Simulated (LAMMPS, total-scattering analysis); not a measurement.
# zinc-blende solid solution (Cd0.59,Zn0.41)Se on heating

The crystal is built from its structure type, relaxed with the potential and heated at zero pressure by classical molecular dynamics (LAMMPS) with the Stillinger-Weber II-VI potential (Zhou et al., Phys. Rev. B 88, 085309 (2013)); 512 atoms (Cd 29.7, Se 50.0, Zn 20.3 atom %). Uiso is the variance of an atom's position about its mean, per direction. The dynamics are classical, so there is no zero-point motion. Distances and their variances come from the pair functions; G(r) = 4πrρ₀[g(r) − 1], where it appears, has X-ray or neutron weights and the resolution of a Lorch transform up to 30 Å⁻¹. All values are simulated. The potential was fitted to tetrahedral crystals; it favours four neighbours in the liquid and keeps the solid to temperatures at which the real compounds have long melted or sublimed.

| T (K) | state | cell edges (Å) | Uiso Cd (Å²) | Uiso Se (Å²) | Uiso Zn (Å²) | Cd–Se mean (Å) | its variance (Å²) | density (g/cm³) |
| --- | --- | --- | --- | --- | --- | --- | --- | --- |
| 200 | crystalline | 5.899 | 0.0037 | 0.0038 | 0.0037 | 2.606 | 0.0026 | 5.573 |
| 300 | crystalline | 5.903 | 0.0054 | 0.0056 | 0.0054 | 2.609 | 0.0039 | 5.563 |
| 980 | crystalline | 5.931 | 0.0208 | 0.0210 | 0.0202 | 2.631 | 0.0126 | 5.485 |
| 1200 | crystalline | 5.942 | 0.0263 | 0.0272 | 0.0271 | 2.640 | 0.0159 | 5.455 |
| 1980 | crystalline | 5.982 | 0.0547 | 0.0548 | 0.0534 | 2.673 | 0.0277 | 5.346 |

In the harmonic range U = 3ħ²T/(M k θ²), a line through the origin. The rows at 200 and 300 K give, as effective values by element: Cd 1.81×10⁻⁵ Å²/K, θ = 267 K; Se 1.87×10⁻⁵ Å²/K, θ = 314 K; Zn 1.81×10⁻⁵ Å²/K, θ = 350 K. At 300 K the first Cd–Se peak has variance 0.0039 Å², against 0.0110 Å² for independent atoms: neighbours move together (and where motion is anisotropic, less along the bond than Uiso suggests), which is what the δ₁ term models in PDF fits at high temperature. In a solid solution the peak also holds static size disorder, which Uiso about each atom's own mean leaves out. The mean volume expansion between 200 and 1980 K is 24×10⁻⁶ K⁻¹. At 1980 K, B = 8π²U = 4.33 Å² for Se, which damps this element's own term in Bragg intensity at Q = 6 Å⁻¹ to 14 %, and √(3U) is 0.16 of its nearest peak distance (Se–Zn, 2.50 Å). It is still a crystal at the highest temperature; were that near melting it would prove little, since a surface-free periodic cell held so briefly superheats.

**Question.** At one more temperature the first peak has mean 2.624 Å and variance 0.0096 Å², and the X-ray G(r) has maxima 2.58 (3.5), 4.19 (4.4), 4.91 (2.5), 6.44 (0.7), 7.28 (3.6). What temperature, and what Uiso?

The variance interpolates to about 740 K; the run was at 750 K, with Uiso Cd 0.0142, Se 0.0149, Zn 0.0143 Å².
